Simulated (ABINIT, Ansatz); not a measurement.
# Te2Pb (Fm-3m): zone-centre phonons, part 2 of 3

Wanted: the vibrations of Te2Pb (Fm-3m) at Γ, by two programs.

ABINIT 10.8.3; DFT LDA, scalar-relativistic, plane waves, HGH norm-conserving pseudopotentials.

So far. Step 4 (Relaxation): The volume changes by +0.4 % in this run and stands +12.3 % from the first cell. The relaxed cell has a = 7.380 Å (conventional setting).

The structure was built from a prototype and need not be the compound's stable phase.

## Step 6: Linear response at Γ

At q = 0 one unit cell holds all displacements. The response is solved for single atoms along the cell's directions, and symmetry skips those that follow from others. The crystal is treated as a metal, which screens a static field, so no field response is asked.

dfpt_gamma.abi

```

# common to the responses
getwfk_filepath "gso_WFK"
kptopt 2
nqpt 1
qpt 0.0 0.0 0.0
asr 0
chneut 0

# displacements
rfphon 1
rfatpol 1 3
rfdir 1 1 1
tolvrs 1.0d-10
prtwf 0

# basis, mesh and filling
ecut 20.0
ixc 7
ngkpt 6 6 6
nshiftk 1
shiftk 0.0 0.0 0.0
istwfk *1
occopt 7
tsmear 0.01
nband 14
nstep 100
diemac 1000000.0
prtebands 0
prtgsr 0

# cell and atoms
acell 9.861253239 9.861253239 9.861253239
rprim 
    0.0 0.7071067812 0.7071067812
    0.7071067812 0.0 0.7071067812
    0.7071067812 0.7071067812 0.0
ntypat 2
znucl 82 52
natom 3
typat 1 2 2
xred 
    0.0 0.0 0.0
    0.25 0.25 0.25
    0.75 0.75 0.75
pp_dirpath "./pseudo"
pseudos "Pb.hgh, Te.hgh"
```

On the command line:

```
OMP_NUM_THREADS=1 mpirun -n 4 abinit dfpt_gamma.abi > dfpt_gamma.log
```

Numbers of over 12 decimals in the logs are rounded to 6 here.

dfpt_gamma.abo, the main output file:

```text
[banners, grids, parts of the stress and lines that vanish by symmetry left out]
- input  file    -> dfpt_gamma.abi
- output file    -> dfpt_gamma.abo
- root for input  files -> dfpt_gammai
- root for output files -> dfpt_gammao

 Symmetries : space group Fm -3 m (#225); Bravais cF (face-center cubic)
================================================================================
 Values of the parameters that define the memory need of the present run (RF).
     intxc =       0      iscf =       7    lmnmax =       6     lnmax =       6
     mgfft =      40  mpssoang =       3    mqgrid =    3001     natom =       3
  nloc_mem =       1    nspden =       1   nspinor =       1    nsppol =       1
      nsym =      48    n1xccc =       0    ntypat =       2    occopt =       7
   xclevel =       1
-    mband =          14        mffmem =           1         mkmem =          28
-   mkqmem =          28        mk1mem =          28           mpw =        2914
      nfft =       64000          nkpt =         112
- my_mband =          14
================================================================================
================================================================================

--------------------------------------------------------------------------------
------------- Echo of variables that govern the present computation ------------
--------------------------------------------------------------------------------
-
- outvars: echo of selected default values
-   iomode0 =  0 , fftalg0 =312 , wfoptalg0 =  0
-
- outvars: echo of global parameters not present in the input file
-  max_nthreads =    1
-
 -outvars: echo values of preprocessed input variables
 [... echo left out ...]
================================================================================

 chkinp: Checking input parameters for consistency.

[...]
== DATASET  1 ==================================================================
-   mpi_nproc: 4, omp_nthreads: 1 (-1 if OMP is not activated)

--- !DatasetInfo
iteration_state: {dtset: 1, }
dimensions: {natom: 3, nkpt: 112, mband: 14, nsppol: 1, nspinor: 1, nspden: 1, mpw: 2914, }
cutoff_energies: {ecut:  20.0, pawecutdg:  -1.0, }
electrons: {nelect:   1.60000000E+01, charge:   0.00000000E+00, occopt:   7.00000000E+00, tsmear:   1.00000000E-02, }
meta: {optdriver: 1, rfphon: 1, }
...

 mkfilename: getwfk from: gso_WFK

 Exchange-correlation functional for the present dataset will be:
  LDA: Perdew-Wang 92 LSD fit to Ceperley-Alder data - ixc=7
 Citation for XC functional:
  J.P.Perdew and Y.Wang, PRB 45, 13244 (1992)

 Real(R)+Recip(G) space primitive vectors, cartesian coordinates (Bohr,Bohr^-1):
 R(1)=  0.0000000  6.9729590  6.9729590  G(1)= -0.0717056  0.0717056  0.0717056
 R(2)=  6.9729590  0.0000000  6.9729590  G(2)=  0.0717056 -0.0717056  0.0717056
 R(3)=  6.9729590  6.9729590  0.0000000  G(3)=  0.0717056  0.0717056 -0.0717056
 Unit cell volume ucvol=  6.7808063E+02 bohr^3
 Angles (23,13,12)=  6.00000000E+01  6.00000000E+01  6.00000000E+01 degrees
 setup1 : take into account q-point for computing boxcut.

 getcut: wavevector=  0.0000  0.0000  0.0000  ngfft=  40  40  40
         ecut(hartree)=     20.000   => boxcut(ratio)=   2.01487

--- Pseudopotential description ------------------------------------------------
- pspini: atom type   1  psp file is ./pseudo/Pb.hgh

- pspini: atom type   2  psp file is ./pseudo/Te.hgh

   1.49627807E+03                                ecore*ucvol(ha*bohr**3)
--------------------------------------------------------------------------------

 ==>  initialize data related to q vector <==

 The list of irreducible perturbations for this q vector is:
    1)    idir= 1    ipert=   1
    2)    idir= 1    ipert=   2

[...]
The perturbation idir=   2  ipert=   1 is
 symmetric of a previously calculated perturbation.
 So, its SCF calculation is not needed.

 The perturbation idir=   3  ipert=   1 is
 symmetric of a previously calculated perturbation.
 So, its SCF calculation is not needed.

 The perturbation idir=   2  ipert=   2 is
 symmetric of a previously calculated perturbation.
 So, its SCF calculation is not needed.

 The perturbation idir=   3  ipert=   2 is
 symmetric of a previously calculated perturbation.
 So, its SCF calculation is not needed.

 The perturbation idir=   1  ipert=   3 is
 symmetric of a previously calculated perturbation.
 So, its SCF calculation is not needed.

 The perturbation idir=   2  ipert=   3 is
 symmetric of a previously calculated perturbation.
 So, its SCF calculation is not needed.

 The perturbation idir=   3  ipert=   3 is
 symmetric of a previously calculated perturbation.
 So, its SCF calculation is not needed.

--------------------------------------------------------------------------------
 Perturbation wavevector (in red.coord.)   0.000000  0.000000  0.000000
 Perturbation : displacement of atom   1   along direction   1
 Found     4 symmetries that leave the perturbation invariant.

[...]
dfpt_looppert : total number of electrons, from k and k+q
  fully or partially occupied states are    1.600000E+01 and    1.600000E+01.
 Initialisation of the first-order wave-functions :
  ireadwf=   0

--- !BeginCycle
iteration_state: {dtset: 1, }
solver: {iscf: 7, nstep: 100, nline: 4, wfoptalg: 0, }
tolerances: {tolvrs: 1.00E-10, }
...

     iter   2DEtotal(Ha)        deltaE(Ha) residm    vres2
-ETOT  1   25.133859790588     -6.690E+01 4.814E-01 6.169E+04
 ETOT  2   2.938814     -2.220E+01 2.463E-02 1.200E+03
 ETOT  3   2.622931     -3.159E-01 1.235E-03 7.170E+01
 ETOT  4   2.607494     -1.544E-02 4.880E-05 2.682E+00
 ETOT  5   2.606984     -5.100E-04 1.035E-06 2.914E-02
[...]
At SCF step    9       vres2   =  4.44E-11 < tolvrs=  1.00E-10 =>converged.
[...]
Mean square residual over all n,k,spin=   78.839E-17; max=  17.698E-14

 Thirteen components of 2nd-order total energy (hartree) are
 1,2,3: 0th-order hamiltonian combined with 1st-order wavefunctions
     kin0=   9.16459173E+01 eigvalue=   6.46164692E+00  local=  -4.75259835E+01
 4,5,6: 1st-order hamiltonian combined with 1st and 0th-order wfs
 loc psp =  -4.05462271E+01  Hartree=   1.92130147E+01     xc=  -9.86495662E+00
 note that "loc psp" includes a xc core correction that could be resolved
 7,8,9: eventually, occupation + non-local contributions
    edocc=   1.10092298E+01     enl0=   1.84842529E+01   enl1=  -1.38300015E+02
 1-9 gives the relaxation energy (to be shifted if some occ is /=2.0)
   erelax=  -8.94231205E+01
 10,11,12 Non-relaxation  contributions : frozen-wavefunctions and Ewald
 fr.local=  -3.14079267E+00 fr.nonlo=   6.63363706E+01  Ewald=   2.88345204E+01
 13,14 Frozen wf xc core corrections (1) and (2)
 frxc 1  =   0.00000000E+00  frxc 2 =   0.00000000E+00
 Resulting in :
 2DEtotal=    0.2606977820E+01 Ha. Also 2DEtotal=    0.709394804007E+02 eV
    (2DErelax=   -8.9423120508E+01 Ha. 2DEnonrelax=    9.2030098328E+01 Ha)
    (  non-var. 2DEtotal :    2.6069773845E+00 Ha)

[...]
Perturbation wavevector (in red.coord.)   0.000000  0.000000  0.000000
 Perturbation : displacement of atom   2   along direction   1
 Found     2 symmetries that leave the perturbation invariant.

--------------------------------------------------------------------------------

--------------------------------------------------------------------------------

 dfpt_looppert : total number of electrons, from k and k+q
  fully or partially occupied states are    1.600000E+01 and    1.600000E+01.
 Initialisation of the first-order wave-functions :
  ireadwf=   0

--- !BeginCycle
iteration_state: {dtset: 1, }
solver: {iscf: 7, nstep: 100, nline: 4, wfoptalg: 0, }
tolerances: {tolvrs: 1.00E-10, }
...

     iter   2DEtotal(Ha)        deltaE(Ha) residm    vres2
-ETOT  1   109.42279298771     -2.454E+02 1.682E+00 2.893E+05
[...]
ETOT 10   2.189525     -5.042E-11 2.021E-13 9.077E-10
 ETOT 11   2.189525      5.912E-12 7.505E-15 2.642E-11

 At SCF step   11       vres2   =  2.64E-11 < tolvrs=  1.00E-10 =>converged.
[...]
Mean square residual over all n,k,spin=   76.364E-18; max=  75.050E-16

 Thirteen components of 2nd-order total energy (hartree) are
 1,2,3: 0th-order hamiltonian combined with 1st-order wavefunctions
     kin0=   2.91442841E+02 eigvalue=   1.58868589E+01  local=  -7.20818306E+01
 4,5,6: 1st-order hamiltonian combined with 1st and 0th-order wfs
 loc psp =  -4.23162194E+02  Hartree=   7.82077295E+01     xc=  -3.29613350E+01
 note that "loc psp" includes a xc core correction that could be resolved
 7,8,9: eventually, occupation + non-local contributions
    edocc=   2.01008778E+01     enl0=   5.20457449E+01   enl1=  -2.82119579E+02
 1-9 gives the relaxation energy (to be shifted if some occ is /=2.0)
   erelax=  -3.52640886E+02
 10,11,12 Non-relaxation  contributions : frozen-wavefunctions and Ewald
 fr.local=   1.78121854E+02 fr.nonlo=   1.40665407E+02  Ewald=   3.60431505E+01
 13,14 Frozen wf xc core corrections (1) and (2)
 frxc 1  =   0.00000000E+00  frxc 2 =   0.00000000E+00
 Resulting in :
 2DEtotal=    0.2189524752E+01 Ha. Also 2DEtotal=    0.595800037174E+02 eV
    (2DErelax=   -3.5264088638E+02 Ha. 2DEnonrelax=    3.5483041113E+02 Ha)
    (  non-var. 2DEtotal :    2.1895246411E+00 Ha)

[...]
---- first-order wavefunction calculations are completed ----

 ==> Compute Derivative Database <==

 [... matrices left out ...]
  Phonon wavevector (reduced coordinates) :  0.00000  0.00000  0.00000
 Phonon energies in Hartree :
   2.142481E-06  2.142482E-06  2.142483E-06  3.586305E-04  3.586305E-04
   3.586305E-04  3.687709E-04  3.687709E-04  3.687709E-04
 Phonon frequencies in cm-1    :
-  4.702202E-01  4.702204E-01  4.702208E-01  7.871029E+01  7.871029E+01
-  7.871029E+01  8.093585E+01  8.093585E+01  8.093585E+01

== END DATASET(S) ==============================================================
================================================================================

 -outvars: echo values of variables after computation
            acell      9.8612532390E+00  9.8612532390E+00  9.8612532390E+00 Bohr
           etotal      2.1895247518E+00
            fcart      0.0000000000E+00  0.0000000000E+00  0.0000000000E+00
           strten      0.0000000000E+00  0.0000000000E+00  0.0000000000E+00
================================================================================
```

The job ended after 71 s (4 MPI ranks of Arm Neoverse N1, shared host; 4.6 min of CPU time).

Read from the output:

```
largest acoustic frequency at the zone centre before the sum rule : 0.47 cm⁻¹
highest optical zone-centre mode (no LO-TO term)                  : 80.94 cm⁻¹
lowest optical zone-centre mode                                   : 78.71 cm⁻¹
```

The acoustic modes at Γ come out as far as 0.5 cm⁻¹ from zero, where they should vanish, a small numerical error.

## Step 7: Modes with the sum rule

anaddb reads the merged derivatives and imposes the acoustic sum rule.

anaddb.abi

```
ddb_filepath "gamma_DDB"
output_file "anaddb.abo"
outdata_prefix "anaddb"
asr 1
chneut 1
enunit 2
eivec 1
nph1l 1
qph1l 0.0 0.0 0.0 1.0
```

mrgddb.in

```
gamma_DDB
merged
2
dfpt_gammao_DDB
gso_DDB
```

On the command line:

```
mrgddb < mrgddb.in > mrgddb.log
OMP_NUM_THREADS=1 anaddb anaddb.abi > anaddb.log
```

anaddb.abo, the main output file:

```text
-outvars_anaddb: echo values of input variables ----------------------

 Miscellaneous information :
      enunit         2
       eivec         1
         asr         1
 First list of wavevector (reduced coord.) :
       nph1l         1
       qph1l
                     0.00000000E+00  0.00000000E+00  0.00000000E+00    1.000E+00

================================================================================

 read the DDB information and perform some checks

  ==== Info on the Cryst% object ====
 Real(R)+Recip(G) space primitive vectors, cartesian coordinates (Bohr,Bohr^-1):
 R(1)=  0.0000000  6.9729590  6.9729590  G(1)= -0.0717056  0.0717056  0.0717056
 R(2)=  6.9729590  0.0000000  6.9729590  G(2)=  0.0717056 -0.0717056  0.0717056
 R(3)=  6.9729590  6.9729590  0.0000000  G(3)=  0.0717056  0.0717056 -0.0717056
 Unit cell volume ucvol=  6.7808063E+02 bohr^3
 Angles (23,13,12)=  6.00000000E+01  6.00000000E+01  6.00000000E+01 degrees
 Time-reversal symmetry is present
 Reduced atomic positions [iatom, xred, symbol]:
    1)    0.0000000  0.0000000  0.0000000  Pb
    2)    0.2500000  0.2500000  0.2500000  Te
    3)    0.7500000  0.7500000  0.7500000  Te

 DDB file with 3 blocks has been read.

================================================================================

 Treat the first list of vectors

  Phonon wavevector (reduced coordinates) :  0.00000  0.00000  0.00000
 Phonon energies in Hartree :
   0.000000E+00  0.000000E+00  0.000000E+00  3.586267E-04  3.586267E-04
   3.586267E-04  3.687538E-04  3.687538E-04  3.687538E-04
 Phonon energies in meV     :
-  0.000000E+00  0.000000E+00  0.000000E+00  9.758729E+00  9.758729E+00
-  9.758729E+00  1.003430E+01  1.003430E+01  1.003430E+01
 Phonon frequencies in cm-1    :
-  0.000000E+00  0.000000E+00  0.000000E+00  7.870945E+01  7.870945E+01
-  7.870945E+01  8.093210E+01  8.093210E+01  8.093210E+01
 Phonon frequencies in Thz     :
-  0.000000E+00  0.000000E+00  0.000000E+00  2.359650E+00  2.359650E+00
-  2.359650E+00  2.426283E+00  2.426283E+00  2.426283E+00
 Phonon energies in Kelvin  :
-  0.000000E+00  0.000000E+00  0.000000E+00  1.132453E+02  1.132453E+02
-  1.132453E+02  1.164432E+02  1.164432E+02  1.164432E+02

 Eigendisplacements
 (will be given, for each mode : in cartesian coordinates
   for each atom the real part of the displacement vector,
   then the imaginary part of the displacement vector - absolute values smaller than 1.0d-7 are set to zero)
  Mode number    1   Energy    0.000000E+00
 Attention : low frequency mode.
   (Could be unstable or acoustic mode)
-  1  0.00000000E+00  0.00000000E+00 -1.08919685E-03
-     0.00000000E+00  0.00000000E+00  0.00000000E+00
-  2  0.00000000E+00  0.00000000E+00 -1.08921802E-03
-     0.00000000E+00  0.00000000E+00  0.00000000E+00
-  3  0.00000000E+00  0.00000000E+00 -1.08921802E-03
-     0.00000000E+00  0.00000000E+00  0.00000000E+00
  Mode number    2   Energy    0.000000E+00
 Attention : low frequency mode.
   (Could be unstable or acoustic mode)
-  1  0.00000000E+00 -1.08919685E-03  0.00000000E+00
-     0.00000000E+00  0.00000000E+00  0.00000000E+00
-  2  0.00000000E+00 -1.08921802E-03  0.00000000E+00
-     0.00000000E+00  0.00000000E+00  0.00000000E+00
-  3  0.00000000E+00 -1.08921802E-03  0.00000000E+00
-     0.00000000E+00  0.00000000E+00  0.00000000E+00
  Mode number    3   Energy    0.000000E+00
 Attention : low frequency mode.
   (Could be unstable or acoustic mode)
-  1  1.08919685E-03  0.00000000E+00  0.00000000E+00
-     0.00000000E+00  0.00000000E+00  0.00000000E+00
-  2  1.08921802E-03  0.00000000E+00  0.00000000E+00
-     0.00000000E+00  0.00000000E+00  0.00000000E+00
-  3  1.08921802E-03  0.00000000E+00  0.00000000E+00
-     0.00000000E+00  0.00000000E+00  0.00000000E+00
  Mode number    4   Energy    3.586267E-04
-  1  0.00000000E+00  0.00000000E+00  1.20881622E-03
-     0.00000000E+00  0.00000000E+00  0.00000000E+00
-  2  0.00000000E+00  0.00000000E+00 -9.81433591E-04
-     0.00000000E+00  0.00000000E+00  0.00000000E+00
-  3  0.00000000E+00  0.00000000E+00 -9.81433591E-04
-     0.00000000E+00  0.00000000E+00  0.00000000E+00
  Mode number    5   Energy    3.586267E-04
-  1  0.00000000E+00 -1.20881622E-03  0.00000000E+00
-     0.00000000E+00  0.00000000E+00  0.00000000E+00
-  2  0.00000000E+00  9.81433591E-04  0.00000000E+00
-     0.00000000E+00  0.00000000E+00  0.00000000E+00
-  3  0.00000000E+00  9.81433591E-04  0.00000000E+00
-     0.00000000E+00  0.00000000E+00  0.00000000E+00
  Mode number    6   Energy    3.586267E-04
-  1  1.20881622E-03  0.00000000E+00  0.00000000E+00
-     0.00000000E+00  0.00000000E+00  0.00000000E+00
-  2 -9.81433591E-04  0.00000000E+00  0.00000000E+00
-     0.00000000E+00  0.00000000E+00  0.00000000E+00
-  3 -9.81433591E-04  0.00000000E+00  0.00000000E+00
-     0.00000000E+00  0.00000000E+00  0.00000000E+00
  Mode number    7   Energy    3.687538E-04
-  1  0.00000000E+00  0.00000000E+00  0.00000000E+00
-     0.00000000E+00  0.00000000E+00  0.00000000E+00
-  2  0.00000000E+00  0.00000000E+00  1.46615408E-03
-     0.00000000E+00  0.00000000E+00  0.00000000E+00
-  3  0.00000000E+00  0.00000000E+00 -1.46615408E-03
-     0.00000000E+00  0.00000000E+00  0.00000000E+00
  Mode number    8   Energy    3.687538E-04
-  1  0.00000000E+00  0.00000000E+00  0.00000000E+00
-     0.00000000E+00  0.00000000E+00  0.00000000E+00
-  2  0.00000000E+00  1.46615408E-03  0.00000000E+00
-     0.00000000E+00  0.00000000E+00  0.00000000E+00
-  3  0.00000000E+00 -1.46615408E-03  0.00000000E+00
-     0.00000000E+00  0.00000000E+00  0.00000000E+00
  Mode number    9   Energy    3.687538E-04
-  1  0.00000000E+00  0.00000000E+00  0.00000000E+00
-     0.00000000E+00  0.00000000E+00  0.00000000E+00
-  2  1.46615408E-03  0.00000000E+00  0.00000000E+00
-     0.00000000E+00  0.00000000E+00  0.00000000E+00
-  3 -1.46615408E-03  0.00000000E+00  0.00000000E+00
-     0.00000000E+00  0.00000000E+00  0.00000000E+00

 Analysis of degeneracies and characters (maximum tolerance=1.00E-06 a.u.)
 For each vibration mode, or group of modes if degenerate,
 the characters are given for each symmetry operation (see the list in the log file).
 Symmetry characters of vibration mode #   1
       degenerate with vibration modes #   2 to    3
  3.0 -3.0 -1.0  1.0 -1.0  1.0 -1.0  1.0  1.0 -1.0 -1.0  1.0  1.0 -1.0 -1.0  1.0
  0.0 -0.0 -0.0  0.0  0.0 -0.0 -0.0  0.0  1.0 -1.0 -1.0  1.0 -1.0  1.0  1.0 -1.0
  0.0 -0.0  0.0 -0.0 -0.0  0.0 -0.0  0.0  1.0 -1.0  1.0 -1.0 -1.0  1.0 -1.0  1.0
 Symmetry characters of vibration mode #   4
       degenerate with vibration modes #   5 to    6
  3.0 -3.0 -1.0  1.0 -1.0  1.0 -1.0  1.0  1.0 -1.0 -1.0  1.0  1.0 -1.0 -1.0  1.0
 -0.0  0.0  0.0 -0.0  0.0 -0.0 -0.0  0.0  1.0 -1.0 -1.0  1.0 -1.0  1.0  1.0 -1.0
 -0.0  0.0 -0.0  0.0 -0.0  0.0  0.0 -0.0  1.0 -1.0  1.0 -1.0 -1.0  1.0 -1.0  1.0
 Symmetry characters of vibration mode #   7
       degenerate with vibration modes #   8 to    9
  3.0  3.0 -1.0 -1.0 -1.0 -1.0 -1.0 -1.0  1.0  1.0 -1.0 -1.0  1.0  1.0 -1.0 -1.0
  0.0  0.0 -0.0 -0.0  0.0  0.0 -0.0 -0.0  1.0  1.0 -1.0 -1.0 -1.0 -1.0  1.0  1.0
  0.0  0.0  0.0  0.0 -0.0 -0.0 -0.0 -0.0  1.0  1.0  1.0  1.0 -1.0 -1.0 -1.0 -1.0
-
```

The job ended after 0.67 s (1 thread).

This step gave:

```
highest optical zone-centre mode (no LO-TO term) : 80.93 cm⁻¹
```

No LO-TO term; unit eigenvectors of the mass-weighted matrix, from anaddb's displacements. The modes at Γ (shares of kinetic energy by element, %):

```tsv
mode	frequency (cm⁻¹)	symmetry	Pb %	Te %
1	0.0	acoustic	45	55
2	0.0	acoustic	45	55
3	0.0	acoustic	45	55
4	78.7	T1u	55	45
5	78.7	T1u	55	45
6	78.7	T1u	55	45
7	80.9	T2g	0	100
8	80.9	T2g	0	100
9	80.9	T2g	0	100
```

Displacements in mode 4 (78.7 cm⁻¹), the largest set to 1:
```
Pb1  0.00  0.00  1.00
Te2  0.00  0.00 -0.81
Te3  0.00  0.00 -0.81
```

Displacements in mode 7 (80.9 cm⁻¹), the largest set to 1:
```
Pb1  0.00  0.00  0.00
Te2  0.00  0.00  1.00
Te3  0.00  0.00 -1.00
```

The rule moves no optical mode by more than 0.1 cm⁻¹.

(Continued in part 3 of 3.)

[Host names and launcher messages were left out of these logs when they were recorded.]

[Logs are printed without paths, hosts, clocks, repeated set-up lines and the standing remarks that a program may print on its own settings, such as how far it seeks lower states.]

[Hosts, paths, dates, database ids (printed as entryN), source tags and the programs' standing remarks are cut or masked in the printed files.]
